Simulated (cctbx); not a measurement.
## Which space group?

Cell: a = 4.0160 Å, b = 4.0160 Å, c = 9.8130 Å, α = 90.00°, β = 90.00°, γ = 90.00°. Expected content of the cell: Ir4 Gd2 As4.

Simulated single-crystal data (cctbx): Mo Kα, λ = 0.71073 Å, to d = 0.7 Å, 70 % of the full sphere, strongest reflection 70000 counts, noise from counting, a 2 % proportional error and a noise floor of 2 counts (s.d.); no absorption.

Tests on the unmerged data give:

```text
1313 reflections to d = 0.701 A
centring   violations  <I/sigma> of those
    A        317 of   637     16.2
    B        325 of   652     16.1
    C        326 of   639     12.9
    I          0 of   647     -0.0
    R        436 of   862     16.9
    F        484 of   964     15.1
Laue class    unique    Rint  (classes that these axes allow; Friedel mates merged)
I 1 2/m 1         265   0.015
I 1 1 2/m         247   0.015
I 2/m 1 1         264   0.015
I m m m           157   0.016
I 4/m             128   0.017
I 4/m m m          92   0.017
space group    extra absences  I>4sigma  <I/sigma>
I 4 2 2                 0          0         -  acentric
I 4 m m                 0          0         -  acentric
I -4 m 2                0          0         -  acentric
I -4 2 m                0          0         -  acentric
I 4/m m m               0          0         -  centric
Wilson B = -0.10 A^2   <|E^2-1|> = 0.756 (0.968 centric, 0.736 acentric)   E^2>4: 0.0 %
shell (A)         n   <I/sigma>
 4.91 - 1.33     17     78.2
 1.33 - 1.06     14     83.5
 1.06 - 0.93     15     78.2
 0.93 - 0.84     12     89.2
 0.84 - 0.78     11     76.4
 0.78 - 0.74     14     88.1
 0.74 - 0.70      9     86.2
```

Q: Read the symmetry from these tables.

The reflections that I centring forbids are absent (⟨I/σ⟩ near 0), so the lattice is I.

Rint stays low (0.015 to 0.017) up to I 4/m m m, the highest class in these axes.

5 settings pass the absence test. No glide or screw absences show, which leaves I 4 2 2, I 4 m m, I -4 m 2, I -4 2 m and I 4/m m m.

⟨|E²−1|⟩ = 0.756 leans to a non-centrosymmetric structure. Here that hint misleads: the statistic assumes many like atoms on general positions, and few, heavy or special-position atoms break it. The Wilson B of -0.10 Å² means U ≈ -0.0013 Å², too small to be real: the Wilson fit fails with so few reflections and atoms.

The true group is I4/mmm (no. 139), Laue class 4/mmm, centrosymmetric. The tables only narrow the choice to the tied entries; cell content, site symmetry and trial solutions must settle it.

The model was made for the exercise: a known structure type with other elements put in, its volume estimated, not relaxed; displacement parameters are assumed.

[Logs are printed without paths, hosts, clocks, repeated set-up lines and the standing remarks that a program may print on its own settings, such as how far it seeks lower states.]
